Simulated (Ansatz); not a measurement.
# WS2 (layered bulk) (P6_3/mmc): band gap by G0W0 on PBEsol, part 2 of 3

Aim: the quasiparticle gap of WS2 (layered bulk) (P6_3/mmc), starting from PBEsol.

Ansatz 0.2.0; PBEsol, then G0W0 on it, plane waves, PAW. Known limits of the many-body steps: finite bands, screening cutoff and k mesh; no spin-orbit coupling in G0W0.

So far. Step 2 (Relaxation): The program's warnings for this run: band table not solved further. The relaxed cell has a = 3.115, c = 11.777 Å (conventional setting).

## 3. Bands along the symmetry lines

Levels along a band path and on the mesh show where this functional puts the band edges.

This step: DFT, PBEsol, plane waves, PAW; PAW set soft_1.

The input, input.yaml:

```yaml
crystal:
  lattice:
    - [3.1149875803, 0.0, 0.0]
    - [-1.5574937902, 2.697658377, 0.0]
    - [0.0, 0.0, 11.7767699793]
  atoms:
    - { symbol: W, position: [0.3333333333, 0.6666666667, 0.25] }
    - { symbol: S, position: [0.6666666667, 0.3333333333, 0.3835053407] }
    - { symbol: S, position: [0.6666666667, 0.3333333333, 0.1164946593] }
    - { symbol: W, position: [0.6666666667, 0.3333333333, 0.75] }
    - { symbol: S, position: [0.3333333333, 0.6666666667, 0.8835053407] }
    - { symbol: S, position: [0.3333333333, 0.6666666667, 0.6164946593] }
kpoints:
  mp_grid: { grid: [12, 12, 2] }
  band_path:
    path:
      - [[0.0, 0.0, 0.0], [0.5, 0.0, 0.0], [0.33333333, 0.33333333, 0.0], [0.0, 0.0, 0.0], [0.0, 0.0, 0.5], [0.5, 0.0, 0.5], [0.33333333, 0.33333333, 0.5], [0.0, 0.0, 0.5]]
      - [[0.5, 0.0, 0.5], [0.5, 0.0, 0.0]]
      - [[0.33333333, 0.33333333, 0.5], [0.33333333, 0.33333333, 0.0]]
    npoints: 10
hamiltonian:
  xc: pbesol
  pseudopotentials: { kind: paw, azcp: { folder: soft_1 }, xc_functional: pbe }
scf:
  occupations: { method: fermi_dirac, width: 0.02 }
  n_extra_bands: 6
output:
  eigenvalues: true
  forces: true
  stress: true
  write_density: true
  write_potential: true
  elf: true
  volumetric_format: npy
```

Run with:

```
$ ansatz run input.yaml --threads 2 --pin off --max-ram 92160MiB --backend cuda --events-out ev --progress --plain --runs-dir out --devices 1 --max-vram 13GiB
```

Numbers of over 12 decimals in the logs are rounded to 6 here.

The program printed:

```text
[...]
GPUs: using 1 of 1 available (devices: 1).
[...]
GPU FFT provider: cuFFT
GPU libraries: cuBLAS 13.8.2, cuFFT 12.4.0, cuSOLVER 12.3.4
Crystal: 6 atoms, lattice volume = 98.962 Å³
Basis set: ecut = 420 eV, 1923 PW (Γ), exchange–correlation on 48×48×160 points (8 copies of the dense FFT grid, shifted against one another)
Bands: 32, of which v1, the nominal top of the filled ones, is band 26 counted from 1 (25 counted from 0)
Symmetry: 24 space group operations
[...]
k-points: 38 of 288
[...]
GPU buffer pool allocated for 46080 grid points (all kernels)
[...]
SCF iter   1: F=—  HF=-24061.087603 eV  |F-HF|=—  |Δ(HF+E_count)|=         —  Δρ=4.26e-2  dr2=3.56e0  ethr=3.10e-3  ⟨swp⟩=9.6  Hψ=7147  notcnv=0
[...]
SCF iter   8: F=-24060.088853 eV  HF=-24060.088853 eV  |F-HF|=4.13e-8  |Δ(HF+E_count)|=   2.10e-6  Δρ=5.82e-6  dr2=3.50e-8  ethr=1.92e-10  ⟨swp⟩=15.7  Hψ=14636  notcnv=0
SCF 1 converged in 8 iterations: F = -24060.088853 eV  dr2 = 3.50e-8
[...]
NSCF: frozen V_eff on 93 k-points
SCF converged after 8 iterations
Free energy (F): -24060.088853 eV
[...]
Internal energy: -24060.088853 eV  (E = F + TS)
E sigma→0 (E₀):  -24060.088853 eV
Fermi energy:    13.291426 eV
[...]
--- Forces (eV/Å), atoms counted from 1 ---
  atom   1  W      0.00000000    -0.00000000     0.00000000
  atom   2  S     -0.00000000     0.00000000    -0.01662174
  atom   3  S     -0.00000000     0.00000000     0.01662174
  atom   4  W     -0.00000000     0.00000000     0.00000000
  atom   5  S      0.00000000    -0.00000000    -0.01662174
  atom   6  S      0.00000000    -0.00000000     0.01662174
  max |Σ_I F_I| component: 1.62e-17 eV/Å
--- Stress (GPa, compression-positive) ---
        4.072483      -0.000000       0.000000
       -0.000000       4.072483      -0.000000
        0.000000      -0.000000       4.249313
  P = ⅓ Tr σ = 4.1314 GPa (41.314 kbar)
--- Band table (eV; the first three rows and the last of 38) ---
  k-point 0: bands = [... 22 lower, 10.6946, 11.3822, 11.7139, 12.9788, 15.1831, 15.1831, 15.2008, 15.2008, ... 2 higher]
  k-point 1: bands = [... 22 lower, 10.6437, 10.6437, 12.6680, 12.6680, 15.1732, 15.1732, 15.1732, 15.1732, ... 2 higher]
  k-point 2: bands = [... 22 lower, 10.6763, 11.4146, 11.7946, 12.6787, 15.0501, 15.0977, 15.1030, 15.1701, ... 2 higher]
  k-point 37: bands = [... 22 lower, 9.6195, 9.6195, 12.1126, 12.1126, 14.2429, 14.2429, 15.2483, 15.2483, ... 2 higher]
```

Run time: 6.6 s. Hardware: 1 × NVIDIA H100 80GB HBM3 (shared by 6 runs) with 2 threads of AMD EPYC 7R13 (Zen 3), shared host; peak memory 0.95 GiB.

This step gave:

```yaml
pressure: 4.131 GPa
filled_bands: 26
gap: 0.6610 eV
valence_top_at: Γ
conduction_bottom_at: k = (0.167, 0.167, 0.000)
least_direct_gap: 1.922 eV
```

Over mesh and path the gap is 0.661 eV, from k = Γ to k = (0.167, 0.167, 0.000). The least direct gap found is 1.922 eV, at k = (0.333, 0.333, 0.000). The pressure in this cell is 4 GPa; the cell is kept.

The electronic bands at the labelled points (eV, zero at the top of the highest nominally filled band):

```
    point  band 23  band 24  band 25  band 26  band 27  band 28  band 29  band 30
        Γ    -2.28    -1.60    -1.26     0.00     2.20     2.20     2.22     2.22
  halfway    -2.65    -1.94    -1.93    -1.72     1.15     1.66     2.05     2.28
        M    -2.15    -2.01    -1.78    -1.71     2.30     2.38     2.42     2.92
  halfway    -3.27    -2.68    -1.50    -1.08     1.89     2.05     2.24     2.78
        K    -3.00    -3.00    -1.01    -0.66     1.26     1.26     1.51     3.17
  halfway    -2.21    -2.01    -1.75    -1.71     0.66     1.80     1.94     2.01
        Γ    -2.28    -1.60    -1.26     0.00     2.20     2.20     2.22     2.22
  halfway    -2.30    -2.28    -0.75    -0.07     2.19     2.19     2.21     2.21
        A    -2.34    -2.34    -0.31    -0.31     2.19     2.19     2.19     2.19
  halfway    -2.58    -2.58    -1.75    -1.75     1.66     1.66     1.83     1.83
        L    -1.96    -1.96    -1.83    -1.83     2.33     2.33     2.73     2.73
  halfway    -3.13    -3.13    -1.26    -1.26     1.97     1.97     2.64     2.64
        H    -3.36    -3.36    -0.87    -0.87     1.26     1.26     2.27     2.27
  halfway    -2.22    -2.22    -1.72    -1.72     1.17     1.17     2.15     2.15
        A    -2.34    -2.34    -0.31    -0.31     2.19     2.19     2.19     2.19
jump to L    -1.96    -1.96    -1.83    -1.83     2.33     2.33     2.73     2.73
  halfway    -2.10    -1.94    -1.83    -1.75     2.31     2.36     2.52     2.89
        M    -2.15    -2.01    -1.78    -1.71     2.30     2.38     2.42     2.92
jump to H    -3.36    -3.36    -0.87    -0.87     1.26     1.26     2.27     2.27
  halfway    -3.14    -3.14    -0.97    -0.73     1.26     1.26     1.72     2.93
        K    -3.00    -3.00    -1.01    -0.66     1.26     1.26     1.51     3.17
```

Electrostatic potential energy in the ac plane at fractional y = 0.333, with atoms of S and W within 0.2 Å of it. With pseudopotentials it is smooth inside the atoms' cores, unlike the true potential.

Values in eV, 24 rows by 16 columns, each cell a mean:
```
 16  15  15  15  15  16  16  16  17  17  17  17  17  17  17  16
 13  11  10   9  10  12  14  15  16  16  16  17  16  16  15  14
  9   6   3   2   4   8  11  13  14  14  14  14  14  14  13  12
 10   9   7   7   8   9  10   9   8   5   4   3   5   7   9  10
  7  10  12  12  11   8   3  -7 -17 -24 -27 -27 -25 -20 -10   0
  1   8  11  12  10   4  -8 -24 -32 -32 -32 -32 -32 -32 -28 -14
  3   9  12  12  10   6  -5 -19 -29 -32 -32 -32 -32 -31 -23  -9
  9  10  11  11  10   9   7   2  -5 -11 -15 -15 -13  -7   0   6
  9   7   5   4   5   8  10  11  11  11  10  10  11  11  11  11
 10   7   5   4   6   9  12  14  15  15  16  16  16  15  14  13
 14  13  12  12  13  14  15  16  16  17  17  17  17  16  16  15
 16  16  16  16  16  16  17  17  16  16  16  16  16  16  17  17
 16  16  17  17  17  16  15  14  12  10   9   9  10  12  14  15
 13  15  16  16  15  14  10   1 -11 -21 -24 -25 -23 -15  -3   8
  9  13  15  15  14  11   4 -14 -30 -29 -21 -20 -27 -32 -20  -1
 10  11  12  12  12  10   7  -3 -17 -26 -28 -28 -28 -21  -8   4
  7   5   3   3   4   6   8   8   6   3   1   1   3   6   8   8
  1  -4  -8  -9  -6  -2   4   8  10  12  12  12  12  11   9   6
  3  -1  -5  -5  -3   1   5   8  10  10  11  11  11  10   9   7
  9   8   8   7   8   9   8   6  -1  -8 -13 -13 -10  -3   4   8
  9  12  13  14  13  11   5 -10 -27 -30 -26 -25 -29 -30 -16   1
 10  14  15  15  14  12   5 -10 -27 -30 -25 -24 -29 -30 -16   2
 14  16  16  16  16  15  13   9   2  -6 -11 -11  -8  -1   7  12
 16  17  17  17  17  17  16  16  15  14  14  14  14  15  15  16
```
Columns run along a (3.1 Å; values clipped at the 3rd and 97th percentile), rows up along c (11.8 Å). Atoms in or near the plane, at fractional coordinates: S at (0.67, 0.38), S at (0.67, 0.12), W at (0.67, 0.75).

Valence density in the ac plane at fractional y = 0.333, with atoms of S and W within 0.2 Å of it. It is the smooth field of the valence electrons, not physical close to the nuclei.

Ten steps, logarithmic in the rise over the least value, from '_' (0.1 e/Å³) to '@' (5.6 e/Å³), each cell a mean:
```
....::::......________________..
----====------::....______..::::
====++++++====----::::::::::----
================================
==============**##%%%%%%%%##**++
==--------==++##@@@@@@@@@@@@%%**
==--------==++##%%@@@@@@@@@@##**
==============++++**####****++==
====++++++======--------------==
============----::::......::::--
::--------::::....__________..::
________________............____
..________..::::--========----::
--::......::==++************++==
==--::::--==++****++====++****++
==--------==++++******++******++
================++++++++++++====
==++****++++====--------------==
==++++++++++====================
====------====++++********++++==
==--::::--==++******++==++****++
==::::::::--==++****++++++****++
::..____..::--==++++****++++==--
____________....::--------::::..
```
Columns run along a (3.1 Å), rows up along c (11.8 Å). Atoms in or near the plane, at fractional coordinates: S at (0.67, 0.38), S at (0.67, 0.12), W at (0.67, 0.75).

## 4. One-shot GW

G0W0 replaces the xc potential by a self-energy built once from the orbitals of the start. Levels are corrected in the window of bands that the input names, at points of the mesh.

This step: G0W0 on PBEsol, plane waves, PAW; PAW set soft_1.

input.yaml, the sections that differ from step 3:

```yaml
kpoints:
  mp_grid: { grid: [9, 9, 2] }
scf:
  occupations: { method: fixed }
gw:
  n_empty_bands: 412
  ecut_chi: 150.0
  qp_bands: [v2, c2]
  qp_kpoints: band_edges
  screening: { model: contour_deformation }
# crystal, hamiltonian: as in step 3
# output: removed
```

The program printed:

```text
GPUs: using 1 of 1 available (devices: 1).
[...]
GPU FFT provider: cuFFT
GPU libraries: cuBLAS 13.8.2, cuFFT 12.4.0, cuSOLVER 12.3.4
Crystal: 6 atoms, lattice volume = 98.962 Å³
Basis set: ecut = 420 eV, 1923 PW (Γ)
Bands: 32, of which v1, the nominal top of the filled ones, is band 26 counted from 1 (25 counted from 0)
Symmetry: 24 space group operations
[...]
k-points: 24 of 162
[...]
GPU buffer pool allocated for 46080 grid points (all kernels)
[...]
SCF iter   1: F=—  HF=-24061.088062 eV  |F-HF|=—  |Δ(HF+E_count)|=         —  Δρ=4.27e-2  dr2=3.55e0  ethr=3.10e-3  ⟨swp⟩=5.0  Hψ=3674  notcnv=0  defer=32
[...]
SCF iter   8: F=-24060.088632 eV  HF=-24060.088632 eV  |F-HF|=7.20e-9  |Δ(HF+E_count)|=   1.90e-6  Δρ=5.82e-6  dr2=5.23e-8  ethr=1.92e-10  ⟨swp⟩=6.8  Hψ=4119  notcnv=0
SCF 1 converged in 8 iterations: F = -24060.088632 eV  dr2 = 5.23e-8
[...]
NSCF: frozen V_eff on 24 k-points, pencils in batches of 32, up to order 128
the band table was solved once the SCF had ended and its energy, with any forces and stress, was formed, with the checks that follow a solve (3198 applications of the Hamiltonian). They found nothing against the state; the energy, forces and stress were not computed again (output.eigenvalues in the input reference)
[...]
G₀W₀ screening: q 1/24
[... further progress lines ...]
[...]
SCF converged after 8 iterations
Free energy (F): -24060.088632 eV
[...]
Internal energy: -24060.088632 eV  (E = F + TS)
E sigma→0 (E₀):  -24060.088632 eV
Fermi energy:    12.978758 eV
[...]
--- Band table (eV; the first three rows and the last of 24) ---
  k-point 0: bands = [... 22 lower, 10.6946, 11.3821, 11.7139, 12.9788, 15.1832, 15.1832, 15.2008, 15.2008, ... 2 higher]
  k-point 1: bands = [... 22 lower, 10.6438, 10.6438, 12.6680, 12.6680, 15.1732, 15.1732, 15.1732, 15.1732, ... 2 higher]
  k-point 2: bands = [... 22 lower, 10.6424, 11.4298, 11.7668, 12.4620, 14.8887, 14.9651, 15.0518, 15.1842, ... 2 higher]
  k-point 23: bands = [... 22 lower, 9.6195, 9.6195, 12.1127, 12.1127, 14.2429, 14.2429, 15.2483, 15.2483, ... 2 higher]
--- G₀W₀: contour deformation, 8 samples at zero and on the imaginary axis and 2 off it, 162 q-points, 412 empty bands' worth ---
  eigenvalues of the whole cell's RPA ε∞ on this k-mesh (on a slab, of 1 + 4πα/V) = 7.8085, 14.1479, 14.1479; static W/v taken at q = 0 is 0.085312
  bands read: the sum over 438 bands ends inside a degenerate multiplet in 2 slots, whose members it reads at an even weight; the widest, k=1: bands 437 to 440 (counted from 1) at 2/4 each
  gw.qp_kpoints: band_edges: 14 of 24 stored k-points solved, in 1 pass; an edge of the gap read off the rows below is read off those points alone
    valence top: of the k-points left out ik 11 came nearest to being solved in a further pass, in band 25 (counted from 1, as in the quasiparticle table): it holds the edge there only if its correction is more favourable than any solved in that band by at least 1.232 eV; those differ by 0.344 eV
    conduction bottom: of the k-points left out ik 19 came nearest to being solved in a further pass, in band 28 (counted from 1, as in the quasiparticle table): it holds the edge there only if its correction is more favourable than any solved in that band by at least 0.568 eV; those differ by 0.148 eV
    ik  band        ε_KS         Σx   Σc(E_QP)       V_xc       Z   E_QP_lin       E_QP  E_QP is
     0    25     11.7139   -18.8633     1.7757   -16.5993  0.7643    11.2225    11.2255  root
     0    26     12.9788   -19.5016     0.2816   -19.0507  0.7634    12.8093    12.8095  root
     0    27     15.1832   -13.9204    -4.1168   -18.2483  0.7521    15.3950    15.3943  root
     0    28     15.1832   -13.9204    -4.1168   -18.2483  0.7521    15.3950    15.3943  root
     1    25     12.6680   -19.2984     0.6167   -18.4571  0.7640    12.4429    12.4433  root
     1    26     12.6680   -19.2984     0.6167   -18.4571  0.7640    12.4429    12.4433  root
     1    27     15.1732   -13.7851    -4.3176   -18.4029  0.7621    15.4748    15.4735  root
     1    28     15.1732   -13.7851    -4.3176   -18.4029  0.7621    15.4748    15.4735  root
     2    25     11.7668   -18.9366     1.7679   -16.6830  0.7642    11.2781    11.2811  root
     2    26     12.4620   -19.2472     0.5389   -18.5239  0.7628    12.2773    12.2776  root
     2    27     14.8887   -13.8187    -4.1824   -18.2209  0.7572    15.1092    15.1084  root
     2    28     14.9651   -13.9315    -4.0668   -18.2189  0.7557    15.1864    15.1857  root
     3    25     12.3283   -19.2631     0.7790   -18.2539  0.7627    12.0977    12.0981  root
     3    26     12.3283   -19.2631     0.7790   -18.2539  0.7627    12.0977    12.0981  root
     3    27     15.0022   -13.8192    -4.2645   -18.3359  0.7593    15.2553    15.2544  root
     3    28     15.0022   -13.8192    -4.2645   -18.3359  0.7593    15.2553    15.2544  root
     4    25     11.2469   -18.9689     1.1369   -17.6503  0.7547    11.0648    11.0653  root
     4    26     11.4074   -19.1215     1.1008   -17.8251  0.7563    11.2114    11.2119  root
     4    27     14.1530   -13.4492    -4.0035   -17.6869  0.7689    14.3878    14.3872  root
     4    28     14.6626   -14.2954    -4.1028   -18.6589  0.7594    14.9242    14.9233  root
     6    25     10.7949   -19.7056     1.8703   -17.4621  0.7574    10.4197    10.4217  root
     6    26     11.0368   -19.0170     1.3430   -17.4664  0.7548    10.8286    10.8292  root
     6    27     14.4376   -13.8435    -4.2530   -18.3786  0.7653    14.7208    14.7197  root
     6    28     14.7574   -15.3183    -4.4252   -20.0814  0.7561    15.0971    15.0953  root
    10    25     11.5370   -19.0559     1.8550   -16.7187  0.7614    11.0518    11.0548  root
    10    26     11.7062   -19.1712     0.9201   -18.0554  0.7585    11.5101    11.5105  root
    10    27     14.1220   -13.4423    -3.8636   -17.5185  0.7684    14.3352    14.3347  root
    10    28     14.7678   -13.9821    -4.1877   -18.4294  0.7601    15.0283    15.0274  root
    12    25     11.1458   -19.5180     1.3002   -17.9989  0.7545    10.9261    10.9269  root
    12    26     11.2393   -19.5575     1.2318   -18.1345  0.7545    11.0475    11.0480  root
    12    27     13.7658   -13.3599    -3.8213   -17.4218  0.7732    14.0070    14.0064  root
    12    28     14.8117   -14.3434    -4.3751   -19.0231  0.7588    15.1178    15.1164  root
    13    25     11.2149   -19.5454     1.2763   -18.0575  0.7547    11.0026    11.0032  root
    13    26     11.2149   -19.5454     1.2763   -18.0575  0.7547    11.0026    11.0032  root
    13    27     14.2542   -13.8065    -4.0354   -18.1106  0.7688    14.5237    14.5229  root
    13    28     14.2542   -13.8065    -4.0354   -18.1106  0.7688    14.5237    14.5229  root
    18    25     11.3237   -19.2177     1.0983   -17.9289  0.7565    11.1328    11.1332  root
    18    26     11.4140   -19.3622     1.1172   -18.0338  0.7581    11.2023    11.2028  root
    18    27     13.8903   -13.5407    -3.8407   -17.6325  0.7737    14.1421    14.1414  root
    18    28     14.9857   -12.6725    -4.5390   -17.5711  0.7737    15.3471    15.3453  root
[...]
21    25     11.7554   -18.7847     0.7505   -17.8580  0.7638    11.5788    11.5791  root
    21    26     11.7554   -18.7847     0.7505   -17.8580  0.7638    11.5788    11.5791  root
    21    27     14.6826   -15.3004    -4.1612   -19.7585  0.7606    14.9807    14.9795  root
    21    28     14.6826   -15.3004    -4.1612   -19.7585  0.7606    14.9807    14.9795  root
    22    25     11.9701   -18.4494     0.5039   -17.7913  0.7665    11.8156    11.8159  root
    22    26     12.3210   -19.1234     0.3443   -18.6420  0.7663    12.1837    12.1839  root
    22    27     14.2426   -15.8554    -3.9477   -20.1272  0.7652    14.5679    14.5667  root
    22    28     14.2426   -15.8554    -3.9477   -20.1272  0.7652    14.5679    14.5667  root
    23    25     12.1127   -18.6383     0.4146   -18.0790  0.7668    11.9679    11.9681  root
    23    26     12.1127   -18.6383     0.4146   -18.0790  0.7668    11.9679    11.9681  root
    23    27     14.2429   -15.8637    -3.9480   -20.1359  0.7652    14.5682    14.5671  root
    23    28     14.2429   -15.8637    -3.9480   -20.1359  0.7652    14.5682    14.5671  root
```

It took 1.8 min on 1 × NVIDIA H100 80GB HBM3 (shared by 6 runs) with 2 threads; peak memory 2.3 GiB; 3.1 min of CPU time.

This step gave:

```yaml
bands_summed: 438
rpa_eps_infinity_on_this_mesh_eigenvalues: 7.809, 14.15, 14.15
plane_waves_in_the_screening_matrix: 413
q_points_in_the_mesh: 162
g0w0_gap_over_the_corrected_points: 1.197 eV
k_of_the_valence_top: 0, 0, 0
k_of_the_conduction_bottom: 0.1111, 0.2222, 0
starting_gap_on_the_mesh: 0.7871 eV
z_at_the_valence_top: 0.7634
z_at_the_conduction_bottom: 0.7732
least_direct_g0w0_gap_over_the_corrected_points: 2.383 eV
```

Over 14 of 24 irreducible mesh points the G0W0 gap is 1.197 eV, from k = Γ to k = (0.111, 0.222, 0.000). The PBEsol gap of this run on the mesh is 0.787 eV. The two states that bound the G0W0 gap lie that far apart at the start, so the correction of the gap is 1.197 − 0.787 = +0.410 eV. The start of this run differs from the step before in mesh (12×12×2 and 9×9×2).

Labels follow the order of the start: v1 is the top filled band, c1 the lowest empty one; levels that stay degenerate share a row, the window can cut a multiplet, doubted levels are not marked in this list, bands outside the window were not corrected, and the list may be a part of the corrected levels. Levels before and after the correction, in eV, zero at the valence-band top of each column:

```
           conduction bottom  valence top
Kohn-Sham               0.79         0.00
     G0W0               1.20         0.00
```

```
                        level  occupation  energy (eV)
Kohn-Sham                Γ v2           2       -1.265
Kohn-Sham                Γ v1           2        0.000
Kohn-Sham             Γ c1-c2           0        2.204
Kohn-Sham  (0.111 0.222 0) v2           2       -1.833
Kohn-Sham  (0.111 0.222 0) v1           2       -1.740
Kohn-Sham  (0.111 0.222 0) c1           0        0.787
Kohn-Sham  (0.111 0.222 0) c2           0        1.833
     G0W0                Γ v2           2       -1.584
     G0W0                Γ v1           2        0.000
     G0W0             Γ c1-c2           0        2.585
     G0W0  (0.111 0.222 0) v2           2       -1.883
     G0W0  (0.111 0.222 0) v1           2       -1.761
     G0W0  (0.111 0.222 0) c1           0        1.197
     G0W0  (0.111 0.222 0) c2           0        2.307
```

The parts of the quasiparticle energy for the two states that bound the G0W0 gap, in eV on the run's own scale (QP = start + Σx + Σc − Vxc, with Σc at the quasiparticle energy):

```
             edge                      k  band   start       Σx      Σc      Vxc      Z      QP
      valence top                      Γ    26  12.979  −19.502   0.282  −19.051  0.763  12.809
conduction bottom  (0.111, 0.222, 0.000)    27  13.766  −13.360  −3.821  −17.422  0.773  14.006
```

(Continued in part 3 of 3.)

[Paths, hosts, dates, memory and timing lines, banners, echoed tables and standing remarks are left out of the program output.]

[Logs are printed without paths, hosts, clocks, repeated set-up lines and the standing remarks that a program may print on its own settings, such as how far it seeks lower states.]

[Runs of the session that timed out or met a known fault of the program may be left out.]

[Cells called generated may have been cut or substituted from an entry of the Crystallography Open Database or the Materials Project.]

[Hosts, paths, dates, database ids (printed as entryN), source tags and the programs' standing remarks are cut or masked in the printed files.]

[Where an RPA ε∞ is given, it is that of the G0W0 mesh and is not shown converged in it. Names of k-points follow the symmetry that the program found, which can be lower than the space group named. Band edges on a path are those of the sampled points; other points can move an edge, and change direct to indirect where valleys lie close.]

[Hybrid gaps are those of their k-mesh and are not shown converged in it.]
